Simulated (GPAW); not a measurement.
## Fe4 on MgO3 001: anisotropy with GPAW

Aim: the anisotropy of Fe4 on MgO3 001 from the Kohn–Sham states of one collinear run.

Method: PBE; plane waves with GPAW's PAW setups, scalar-relativistic, in GPAW 26.7.0.

### 1. The starting structure

The cell holds 10 atoms: 3 Mg, 3 O and 4 Fe. Its edges and angles: a = 2.978 Å, b = 2.978 Å, c = 22.352 Å, α = 90.0°, β = 90.0°, γ = 90.0°. ideal sites on the substrate's mesh, layer spacings from atomic volumes, unrelaxed, 12 A of vacuum. Vacuum lies along c.

### 2. The magnetic state

All later steps read the density of this run.

File order1.py:

```python
import json
import numpy as np
from ase import Atoms
from ase.parallel import paropen, parprint
from gpaw import GPAW

atoms = Atoms(['Mg', 'O', 'Mg', 'O', 'Mg', 'O', 'Fe', 'Fe', 'Fe', 'Fe'],
    cell=[[2.978334, 0.0, 0.0],
         [0.0, 2.978334, 0.0],
         [0.0, 0.0, 22.352]],
    scaled_positions=[[0.0, 0.0, 0.268432],
         [0.5, 0.5, 0.268432],
         [0.5, 0.5, 0.362652],
         [0.0, 0.0, 0.362652],
         [0.0, 0.0, 0.456872],
         [0.5, 0.5, 0.456872],
         [0.5, 0.5, 0.55306],
         [0.0, 0.0, 0.612563],
         [0.5, 0.5, 0.672065],
         [0.0, 0.0, 0.731568]],
    pbc=True,
    magmoms=[0.0, 0.0, 0.0, 0.0, 0.0, 0.0, 2.6, 2.6, 2.6, 2.6])
atoms.calc = GPAW(mode={'name': 'pw', 'ecut': 600},
    xc='PBE',
    kpts={'size': (16, 16, 1), 'gamma': True},
    occupations={'name': 'fermi-dirac', 'width': 0.05},
    convergence={'density': 1e-05, 'energy': 1e-05},
    maxiter=250,
    mixer={'name': 'pulay', 'beta': 0.03, 'nmaxold': 8, 'weight': 100},
    symmetry={'tolerance': 1e-4},
    txt='order1.txt')
e = atoms.get_potential_energy(force_consistent=True)
res = {'free_energy': e, 'energy_sigma0': atoms.get_potential_energy(), 'fermi_energy': atoms.calc.get_fermi_level()}
res['moments'] = atoms.get_magnetic_moments().tolist()
res['total'] = atoms.get_magnetic_moment()
parprint('site moments (muB):', np.round(res['moments'], 3))
parprint(f"total moment: {res['total']:.3f} muB")
parprint(f'free energy: {e:.6f} eV')
atoms.calc.write('order1.gpw')
with paropen('results.json', 'w') as f:
    json.dump(res, f)
```

The run is started by

```sh
> OMP_NUM_THREADS=1 mpirun -n 4 gpaw python order1.py > order1.log
```

The program printed:

```text
site moments (muB): [ 0.000e+00  0.000e+00  1.000e-03  1.000e-03 -9.000e-03  1.800e-02
  2.767e+00  2.546e+00  2.427e+00  2.935e+00]
total moment: 10.799 muB
free energy: -69.421845 eV

--- order1.txt ---
Input parameters:
  mode=PW(ecut=600),
  convergence={'density': 1e-05, 'energy': 1e-05},
  kpts=MonkhorstPack(size=(16, 16, 1), gamma=True),
  maxiter=250,
  mixer=Pulay(name='pulay', nmaxold=8, beta=0.03, weight=100, sigma=0.015, g_ss=None),
  occupations=Occupations(name='fermi-dirac', width=0.05),
  symmetry=Symmetry(tolerance=0.0001),
  xc=XC(name='PBE')

Diagonalizing LCAO Hamiltonian
Converting LCAO to pw mode
   .------.
  /|      |
 * |      |
 | |      |
 | |      |
 | |      |
 | |      |
 | |      |
 | |      |
 Fe|      |
 | | Fe   |
 | |      |
 Fe|      |
 | | Fe   |
 | |      |
 | |      |
 | | O    |
 Mg|      |
 | | Mg   |
 O |      |
 | |      |
 | | O    |
 Mg|      |
 | |      |
 | |      |
 | |      |
 | |      |
 | .------.
 |/      /
 *------*

Atoms  # Å, Bohr magnetons
|   | symbol |        x |        y |         z |    initial magnetic moments |
|---|--------|----------|----------|-----------|-----------------------------|
| 0 |     Mg | 0.000000 | 0.000000 |  5.999992 | ( 0.0000,  0.0000,  0.0000) |
| 1 |      O | 1.489167 | 1.489167 |  5.999992 | ( 0.0000,  0.0000,  0.0000) |
| 2 |     Mg | 1.489167 | 1.489167 |  8.105998 | ( 0.0000,  0.0000,  0.0000) |
| 3 |      O | 0.000000 | 0.000000 |  8.105998 | ( 0.0000,  0.0000,  0.0000) |
| 4 |     Mg | 0.000000 | 0.000000 | 10.212003 | ( 0.0000,  0.0000,  0.0000) |
| 5 |      O | 1.489167 | 1.489167 | 10.212003 | ( 0.0000,  0.0000,  0.0000) |
| 6 |     Fe | 1.489167 | 1.489167 | 12.361997 | ( 0.0000,  0.0000,  2.6000) |
| 7 |     Fe | 0.000000 | 0.000000 | 13.692008 | ( 0.0000,  0.0000,  2.6000) |
| 8 |     Fe | 1.489167 | 1.489167 | 15.021997 | ( 0.0000,  0.0000,  2.6000) |
| 9 |     Fe | 0.000000 | 0.000000 | 16.352008 | ( 0.0000,  0.0000,  2.6000) |

Unit cell  # Å
| periodic |        x |        y |         z |   lengths |    angles |
|----------|----------|----------|-----------|-----------|-----------|
|      yes | 2.978334 | 0.000000 |  0.000000 |  2.978334 | 90.000000 |
|      yes | 0.000000 | 2.978334 |  0.000000 |  2.978334 | 90.000000 |
|      yes | 0.000000 | 0.000000 | 22.352000 | 22.352000 | 90.000000 |

Number of symmetries: 8

BZ-sampling:
  Number of BZ points: 256
  Number of IBZ points: 45

  Monkhorst-Pack size: [16, 16, 1]
  Monkhorst-Pack shift: [0.03125, 0.03125, 0.0]

Plane wave coefficients: 6678
Cutoff: 600.0 eV

Spin-components: 2 (collinear spins)
Bands:           59
Projectors:      54
Spin-degeneracy: 1
Datatype:        complex128

Parallelization:
  kpt:    4
  domain: 1
  band:   1

Density:
  Valence electrons: 80.0
  Components: 2
  Grid points: [ 18  18 128]
  Charge: 0.0  # |e|

Potential:
  Grid points: [ 18  18 128]

[... setups left out ...]
Reference energy: -160949.309969  # eV

eigensolver:
  PPCG
  Converge bands: occupied
  niter=2

density mixing:
  Pulay-Mixer
  Linear mixing parameters: 0.03
  Old densities: 8
  Fourier metric: weight=100, sigma=0.015

occupation numbers:
  Fermi-Dirac:
    width: 0.0500  # eV

poisson solver:
  ecut: 4800.0  # eV

xc functional:
  name: PBE with 2 nearest neighbor stencil

convergence criteria:
- Maximum integral of absolute [dens]ity change: 1e-05 electrons / valence electron
- Maximum [total energy] change in last 3 cyles: 1e-05 eV / valence electron
- Maximum integral of absolute [eigenst]ate change: 4e-08 eV^2 / valence electron
maximum number of iterations: 250

SCF iterations
|iter     |      energy | eigst |  dens |  magmom |
|---------|-------------|-------|-------|---------|
|iter:   1|       0s |  -74.784164 | +0.43 |       | +10.4187|
|iter:   2|      18s |  -73.452895 | -1.10 | -0.87 | +10.4288|
|iter:   3|      36s |  -72.503262 | -1.57 | -0.96 | +10.4364|
|iter:   4|      54s |  -71.770960 | -1.92 | -0.99 | +10.4410|
|iter:   5|      72s |  -69.182206 | -0.44 | -1.02 | +10.4745|
|iter:   6|      90s |  -69.150380 | -1.93 | -1.26 | +10.4785|
|iter:   7|     107s |  -69.219127 | -2.08 | -1.29 | +10.5380|
|iter:   8|     125s |  -69.250092 | -2.64 | -1.40 | +10.5601|
|iter:   9|     143s |  -69.261346 | -2.65 | -1.45 | +10.5805|
|iter:  10|     161s |  -69.365837 | -2.25 | -1.54 | +10.6680|
[... 23 iterations left out ...]
|iter:  34|     572s |  -69.399108c| -7.43c| -4.34 | +10.7994|
|iter:  35|     580s |  -69.399108c| -8.19c| -4.46 | +10.7995|
|iter:  36|     589s |  -69.399109c| -7.82c| -4.46 | +10.7995|
|iter:  37|     597s |  -69.399108c| -7.74c| -4.55 | +10.7994|
|iter:  38|     605s |  -69.399109c| -8.12c| -4.65 | +10.7994|
|iter:  39|     614s |  -69.399109c| -8.41c| -4.71 | +10.7994|
|iter:  40|     622s |  -69.399110c| -8.47c| -4.75 | +10.7995|
|iter:  41|     630s |  -69.399110c| -8.30c| -4.78 | +10.7995|
|iter:  42|     638s |  -69.399110c| -8.09c| -4.89 | +10.7994|
|iter:  43|     647s |  -69.399109c| -8.29c| -5.03c| +10.7994|

Converged in 43 steps
Energy contributions relative to reference atoms: (reference = -160949.309969)

Energy contributions:
  Kinetic:          65.976402
  Coulomb:         -55.129880
  Zero:              0.496180
  External:          0.000000
  Xc:              -80.719077
  Entropy:          -0.045470
  Spinorbit:         0.000000
  ----------------------------
  Free energy:     -69.421845
  Extrapolated:    -69.399109

dipole moment: (-31.400722, -31.400722, -0.273461)  # |e|*Ang

Total magnetic moment: (0.000000, 0.000000, 10.799436)

Local magnetic moments
|        x |        y |         z |
|----------|----------|-----------|
| 0.000000 | 0.000000 |  0.000278 |  # Mg   0
| 0.000000 | 0.000000 |  0.000144 |  # O    1
| 0.000000 | 0.000000 |  0.001283 |  # Mg   2
| 0.000000 | 0.000000 |  0.000783 |  # O    3
| 0.000000 | 0.000000 | -0.008632 |  # Mg   4
| 0.000000 | 0.000000 |  0.017769 |  # O    5
| 0.000000 | 0.000000 |  2.766996 |  # Fe   6
| 0.000000 | 0.000000 |  2.546315 |  # Fe   7
| 0.000000 | 0.000000 |  2.426862 |  # Fe   8
| 0.000000 | 0.000000 |  2.934586 |  # Fe   9

Fermi level: 3.506
Eigenvalues  # (at kpt = [0.000, 0.000, 0.000])
| band index |      eig [eV] | occ [0-1] |      eig [eV] | occ [0-1] |
|------------|---------------|-----------|---------------|-----------|
|          0 |       -72.807 |     1.000 |       -72.807 |     1.000 |
|        ... |               |           |               |           |
|         33 |         1.043 |     1.000 |         3.495 |     0.553 |
|         34 |         1.118 |     1.000 |         3.495 |     0.553 |
|         35 |         1.118 |     1.000 |         3.714 |     0.015 |
|         36 |         1.498 |     1.000 |         3.752 |     0.007 |
|         37 |         1.498 |     1.000 |         3.838 |     0.001 |
|         38 |         1.518 |     1.000 |         3.902 |     0.000 |
|         39 |         1.541 |     1.000 |         4.152 |     0.000 |
|         40 |         2.124 |     1.000 |         4.152 |     0.000 |
|         41 |         2.388 |     1.000 |         4.896 |     0.000 |
|         42 |         2.398 |     1.000 |         4.905 |     0.000 |
|         43 |         2.662 |     1.000 |         5.144 |     0.000 |
|         44 |         2.662 |     1.000 |         5.289 |     0.000 |
|         45 |         3.225 |     0.996 |         5.289 |     0.000 |
|         46 |         3.464 |     0.697 |         5.340 |     0.000 |
|         47 |         3.948 |     0.000 |         5.745 |     0.000 |
|         48 |         5.211 |     0.000 |         5.997 |     0.000 |
|        ... |               |           |               |           |
|         58 |        12.872 |     0.000 |        13.004 |     0.000 |

No gap
No difference between direct/indirect transitions
```

Elapsed: 11 min, on 4 MPI ranks of Arm Neoverse V1, shared host; peak memory 1.7 GiB.

Spin moment in the augmentation sphere by atom:

```tsv
atom	spin moment in the augmentation sphere (μB)
Mg1	0.00
O2	0.00
Mg3	0.00
O4	0.00
Mg5	-0.01
O6	0.02
Fe7	2.77
Fe8	2.55
Fe9	2.43
Fe10	2.93
```

Numbers from this step:

| Item | Value |
| --- | --- |
| magnetization | 10.80 μB |
| final state | ferromagnetic |

After 43 cycles the largest moment stands at 2.93 μB.

### 3. More states at fixed density

The steps that follow sum over empty states, which the ground-state run does not converge; 86 states a spin are converged here at the frozen density and written with their wave functions.

It starts from the saved density of the lowest of the states tried.

File nscf.py:

```python
from gpaw import GPAW

calc = GPAW('order1.gpw').fixed_density(
    kpts={'size': (24, 24, 1), 'gamma': True},
    nbands=90,
    convergence={'bands': 86, 'eigenstates': 1e-9},
    eigensolver='ppcg',
    parallel={'domain': 1},
    txt='nscf.txt')
calc.write('nscf.gpw', mode='all')
```

The run is started by

```sh
> OMP_NUM_THREADS=1 mpirun -n 4 gpaw python nscf.py > nscf.log
```

The program printed:

```text
Input parameters:
  mode=PW(ecut=600),
  convergence={'bands': 86, 'eigenstates': 1e-09},
  eigensolver=PPCG(niter=2, min_niter=1, max_buffer_mem=209715200, blocksize=None, rr_modulo=5, include_cg=True, promote_inner_dtype=False, tolerances=None),
  gpts=array([ 18,  18, 128]),
  kpts=MonkhorstPack(size=(24, 24, 1), gamma=True),
  maxiter=250,
  mixer=Pulay(name='pulay', nmaxold=8, beta=0.03, weight=100, sigma=0.015, g_ss=None),
  nbands=90,
  occupations=Occupations(name='fermi-dirac', width=0.05),
  parallel={'domain': 1},
  symmetry=Symmetry(tolerance=0.0001),
  xc=XC(name='PBE')
```

It took 39 min on 4 MPI ranks; peak memory 3.1 GiB.

### 4. Energy against the direction of the moments

Spin–orbit coupling is added in the basis of the saved states for each direction of the moments. The change in the band energy is the anisotropy energy, with no new self-consistent run.

File anisotropy.py:

```python
import json
import numpy as np
from ase.parallel import paropen, parprint
from gpaw import GPAW
from gpaw.spinorbit import soc_eigenstates

calc = GPAW('nscf.gpw')
angles = [[0.0, 0.0], [90.0, 0.0], [90.0, 90.0]]  # theta, phi in degrees
res = {'rows': []}
for scale in [1.0]:
    e0 = None
    for theta, phi in angles:
        soc = soc_eigenstates(calc, n2=86, scale=scale, theta=theta, phi=phi)
        e = soc.calculate_band_energy()
        e0 = e if e0 is None else e0
        orbital = soc.get_orbital_magnetic_moments()
        res['rows'].append([scale, theta, phi, 1000 * (e - e0), orbital.tolist()])
        parprint(f'scale {scale} theta {theta:6.1f} phi {phi:6.1f}  dE = {1000 * (e - e0):9.4f} meV  |L| =', np.round(np.linalg.norm(orbital, axis=1), 4))
with paropen('results.json', 'w') as f:
    json.dump(res, f)
```

The run is started by

```sh
> OMP_NUM_THREADS=1 mpirun -n 4 gpaw python anisotropy.py > anisotropy.log
```

The program printed:

```text
scale 1.0 theta    0.0 phi    0.0  dE =    0.0000 meV  |L| = [0.000e+00 0.000e+00 1.000e-04 0.000e+00 0.000e+00 8.000e-04 1.210e-01
 7.120e-02 6.600e-02 1.036e-01]
scale 1.0 theta   90.0 phi    0.0  dE =    1.7933 meV  |L| = [0.     0.     0.     0.     0.0009 0.0004 0.0854 0.0633 0.0657 0.0854]
scale 1.0 theta   90.0 phi   90.0  dE =    1.7933 meV  |L| = [0.     0.     0.     0.     0.0009 0.0004 0.0854 0.0633 0.0657 0.0854]
```

It took 28 s on 4 MPI ranks; peak memory 4.1 GiB.

Directions, in the order of the table: the normal; the first cell vector; the in-plane normal to it.

Theta from the Cartesian z axis, phi from x; spin up lies along the direction. Anisotropy, by row:

```tsv
spin-orbit scale	theta (degrees)	phi (degrees)	band energy less the first direction's (meV a cell)	orbital moment of atom 10 along the direction (μB)	sum of orbital moments along the direction (μB a cell)
1	0	0	0	0.1036	0.3627
1	90	0	1.793	0.08536	0.3011
1	90	90	1.793	0.08536	0.3011
```

### 5. Summary of results

```json
{
 "state": "ferromagnetic",
 "largest site moment": "2.93 μB",
 "spread of the directions' energies": "1.79 meV a cell",
 "easiest direction tried": "the normal"
}
```

What this shows: About the ferromagnetic state the directions differ by 1.79 meV a cell, with the normal easiest. The anisotropy comes from the force theorem at a frozen potential; it needs a check on a finer mesh, and shape anisotropy is not in it.

[Logs and program files are shortened in this print: banners, set-up blocks, solver, clock and traceback lines can be left out without a mark of their own.]

[Logs are printed without paths, hosts, clocks, repeated set-up lines and the standing remarks that a program may print on its own settings, such as how far it seeks lower states.]

[Hosts, paths, dates, database ids (printed as entryN), source tags and the programs' standing remarks are cut or masked in the printed files.]

[Where a cell is said to come from a database of computed structures, the database is the Materials Project.]
